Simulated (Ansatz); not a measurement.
# A hypothetical structure for CsAl3P, part 2 of 2

This structure for CsAl3P is made up. Its elements were placed in a known structure type with a cell scaled to their sizes. What cell does the guess relax to, and how far off was it?

Ansatz 0.2.0; DFT, PBEsol, plane-wave PAW, files of the set soft_1, scalar-relativistic, no spin, cell and ions relaxed at zero pressure; PAW set soft_1 (the session's first sound run).

So far: Starting point; Relaxation of the guess. The relaxed cell has a = 5.058 Å (conventional setting).

## (3) Electronic structure of the relaxed cell

With the geometry fixed, one more self-consistent run, with a narrower smearing and the mesh shown in its input, gives the bands, and its pressure, and its forces where symmetry allows any, show how far the geometry depends on these settings.

This step: DFT, PBEsol, plane-wave PAW, files of the set soft_1, scalar-relativistic, no spin, bands and density of states at the relaxed cell; PAW set soft_1 (Ansatz 0.2.0).

Contents of input.yaml:

```yaml
crystal:
  lattice:
    - [5.0582855061, 0.0, 0.0]
    - [0.0, 5.0582855061, 0.0]
    - [0.0, 0.0, 5.0582855061]
  atoms:
    - { symbol: Cs, position: [0.0, 0.0, 0.0] }
    - { symbol: P, position: [0.5, 0.5, 0.5] }
    - { symbol: Al, position: [0.5, 0.5, 0.0] }
    - { symbol: Al, position: [0.5, 0.0, 0.5] }
    - { symbol: Al, position: [0.0, 0.5, 0.5] }
kpoints:
  mp_grid: { grid: [6, 6, 6] }
  band_path:
    path:
      - [[0.0, 0.0, 0.0], [0.0, 0.5, 0.0], [0.5, 0.5, 0.0], [0.0, 0.0, 0.0], [0.5, 0.5, 0.5], [0.0, 0.5, 0.0]]
      - [[0.5, 0.5, 0.0], [0.5, 0.5, 0.5]]
    npoints: 13
scf:
  occupations: { method: fermi_dirac, width: 0.03 }
  n_extra_bands: 9
hamiltonian:
  xc: pbesol
  pseudopotentials: { kind: paw, azcp: { folder: soft_1 }, xc_functional: pbe }
output:
  forces: true
  stress: true
  write_bands: true
  dos: { projected: true }
  write_density: true
  write_potential: true
  elf: true
  volumetric_format: npy
```

The run is started by

```bash
> ansatz run input.yaml --threads 4 --pin off --max-ram 8192MiB --backend cpu --events-out ev --progress --plain --runs-dir out
```

Numbers of over 12 decimals in the logs are rounded to 6 here.

The program printed:

```text
[...]
Crystal: 5 atoms, lattice volume = 129.423 Å³
Basis set: ecut = 420 eV, 2517 PW (Γ), exchange–correlation on 72×72×72 points (8 copies of the dense FFT grid, shifted against one another)
Bands: 21, of which v1, the nominal top of the filled ones, is band 12 counted from 1 (11 counted from 0)
Symmetry: 48 space group operations
[...]
k-points: 20 of 216
[...]
SCF iter   1: F=—  HF=-7897.119948 eV  |F-HF|=—  |Δ(HF+E_count)|=         —  Δρ=1.91e-2  dr2=1.10e0  ethr=3.10e-3  ⟨swp⟩=8.6  Hψ=2953  notcnv=0
[...]
SCF iter   7: F=-7896.748561 eV  HF=-7896.748561 eV  |F-HF|=3.34e-9  |Δ(HF+E_count)|=   5.49e-8  Δρ=2.50e-6  dr2=1.42e-8  ethr=4.35e-10  ⟨swp⟩=16.1  Hψ=3354  notcnv=0
SCF 1 converged in 7 iterations: F = -7896.748561 eV  dr2 = 1.42e-8
[...]
NSCF: frozen V_eff on 80 k-points
SCF converged after 7 iterations
Free energy (F): -7896.748561 eV
[...]
Internal energy: -7896.731270 eV  (E = F + TS)
E sigma→0 (E₀):  -7896.739915 eV
Entropy (-TS):   -0.017291 eV (-3.458 meV/atom)
Fermi energy:    6.211918 eV
[...]
--- Stress (GPa, compression-positive) ---
       -0.117428      -0.000000       0.000000
        0.000000      -0.117428       0.000000
        0.000000       0.000000      -0.117428
  P = ⅓ Tr σ = -0.1174 GPa (-1.174 kbar)
--- Band table (eV; the first three rows and the last of 20) ---
  k-point 0: bands = [... 8 lower, 2.5264, 2.9625, 2.9625, 8.7034, 8.7034, 8.7034, 8.8859, 8.8859, ... 5 higher]
  k-point 1: bands = [... 8 lower, 2.9442, 3.0642, 4.0345, 7.5886, 7.7448, 7.7448, 8.7293, 8.7979, ... 5 higher]
  k-point 2: bands = [... 8 lower, 3.3119, 3.4962, 5.8055, 6.5058, 7.1908, 7.1908, 8.0117, 8.1608, ... 5 higher]
  k-point 19: bands = [... 8 lower, 5.5343, 5.5343, 5.5343, 7.5913, 7.5913, 7.5913, 9.2622, 9.2622, ... 5 higher]
```

Elapsed: 3.7 s, on 4 threads of Intel Xeon Platinum 8375C at 2.90GHz (Ice Lake), shared host; peak memory 0.51 GiB.

Numbers from this step:

```
free energy             : -7896.7486 eV
energy at zero smearing : -7896.7399 eV
smearing term TS        : 0.01729 eV
Fermi energy            : 6.212 eV
pressure                : -0.1174 GPa
```

bands.tsv at the labelled points (eV, zero at the Fermi level; the bands that come nearest the Fermi level along the path):

```
point  band 8  band 9  band 10  band 11  band 12  band 13  band 14  band 15
    Γ   -4.51   -3.69    -3.25    -3.25     2.49     2.49     2.49     2.67
    X   -4.57   -2.74    -2.40    -0.15     0.51     0.83     0.83     1.66
    M   -4.34   -3.00    -2.17    -0.12    -0.12     1.62     1.62     2.15
    Γ   -4.51   -3.69    -3.25    -3.25     2.49     2.49     2.49     2.67
    R   -6.34   -0.68    -0.68    -0.68     1.38     1.38     1.38     3.05
    X   -4.57   -2.74    -2.40    -0.15     0.51     0.83     0.83     1.66
    M   -4.34   -3.00    -2.17    -0.12    -0.12     1.62     1.62     2.15
    R   -6.34   -0.68    -0.68    -0.68     1.38     1.38     1.38     3.05
```

Counts of states for the cell as run, both spins, by energy window (eV from the Fermi level):

```
from  to  total
  -8  -7   0.00
  -7  -6   1.56
  -6  -5   2.92
  -5  -4   1.52
  -4  -3   0.10
  -3  -2   1.54
  -2  -1   2.45
  -1   0   2.97
   0   1   3.75
   1   2   2.57
   2   3   3.15
```

A further 10.0 states lie below the table's range.

Electrostatic potential energy in the ac plane at fractional y = 0.500, with atoms of P and Al within 0.2 Å of it. With pseudopotentials it is smooth inside the atoms' cores, unlike the true potential.

Ten even steps from '_' (-43 eV) to '@' (10 eV), each cell a mean:
```
@@@@@@@@##**%%@@##**%%@@@@@@
@@@@@@@@%%##******##@@@@@@@@
@@@@@@@@@@%%####%%@@@@@@@@@@
%%%%@@@@@@@@%%%%%%@@@@@@@@%%
**##%%@@@@%%++++**%%@@@@##**
##**##%%%%==..__::**%%%%**##
@@##**%%##::______++%%##**@@
@@##**%%##--____..++%%##**%%
****##@@%%**--::==%%@@%%##**
##%%@@@@@@%%####%%@@@@@@%%##
@@@@@@@@@@@@%%%%%%@@@@@@@@@@
@@@@@@@@@@##****##%%@@@@@@@@
@@@@@@@@%%**####**##%%@@@@@@
@@@@@@@@##**@@@@##**%%@@@@@@
```
Columns run along a (5.1 Å; values clipped at the 3rd and 97th percentile), rows up along c (5.1 Å). Atoms in or near the plane, at fractional coordinates: P at (0.50, 0.50), Al at (0.50, 0.00), Al at (0.00, 0.50).

Valence density in the ac plane at fractional y = 0.500, with atoms of P and Al within 0.2 Å of it. It is the smooth field of the valence electrons, not physical close to the nuclei.

Ten even steps from '0' (0.04 e/Å³) to '9' (0.66 e/Å³), each cell a mean:
```
00011100121000
00001222221000
00001233321000
11112355421111
12223689742222
11235987974321
01347941795320
01246964885320
12224799963221
11112467532111
10011244321001
00001223221000
00001211121000
00011100111000
```
Columns run along a (5.1 Å), rows up along c (5.1 Å). Atoms in or near the plane, at fractional coordinates: P at (0.50, 0.50), Al at (0.50, 0.00), Al at (0.00, 0.50).

ELF in the ac plane at fractional y = 0.500, with atoms of P and Al within 0.2 Å of it. It is the smooth field of the valence electrons, not physical close to the nuclei.

Ten even steps from '_' (0.13 × 1e-1) to '@' (7.99 × 1e-1), each cell a mean:
```
::--++%%@@++..::::%%@@**==::
======**####++==**%%##++====
##**====++##%%@@%%**====++**
@@%%**==++##@@@@%%**====##@@
##%%##**##@@@@@@@@%%****%%%%
::==##%%@@@@++==##@@%%%%**::
##::##@@@@%%____==@@@@@@==::
--::##%%@@@@::__++@@@@%%++..
++**####%%@@@@%%@@@@######++
@@%%**++++%%@@@@@@##++++##@@
%%##++==++##%%@@%%**====**%%
++====++**##########**====++
----==##%%**::::==%%%%**==--
::--++%%@@++--##::##@@##==::
```
Columns run along a (5.1 Å), rows up along c (5.1 Å). Atoms in or near the plane, at fractional coordinates: P at (0.50, 0.50), Al at (0.50, 0.00), Al at (0.00, 0.50).

## (4) What came out

```
space group, relaxed : Pm-3m
conventional cell    : a = 5.058, b = 5.058, c = 5.058 Å; α = 90.0°, β = 90.0°, γ = 90.0°
volume per atom      : 25.88 Å³ (guess 32.16)
```

What this shows: CsAl3P relaxes to Pm-3m with a = 5.058, b = 5.058 and c = 5.058 Å. The guessed volume was 24 % too large. The space group Pm-3m was held in the relaxation, so the end point is a stationary structure within it and may be a saddle against distortions or other arrangements. Bands cross the Fermi level, so it is a metal or semimetal at this level. The electron count is odd, which forces that without spin polarisation or a larger cell. On the 6×6×6 mesh with the narrower smearing (relaxed on 5×5×5) the forces vanish, as symmetry may demand, and the largest stress component is 0.117 GPa, against the relaxation's thresholds of 0.015 eV/Å and 0.05 GPa. The cutoff wasn't tested. Spin-orbit coupling is left out, which can matter for elements this heavy. No dispersion term is used, so weakly bound directions may come out too long. Nothing here tests whether the compound is stable against decomposition.

[Logs are printed without paths, hosts, clocks, repeated set-up lines and the standing remarks that a program may print on its own settings, such as how far it seeks lower states.]

[Hosts, paths, dates, database ids (printed as entryN), source tags and the programs' standing remarks are cut or masked in the printed files.]
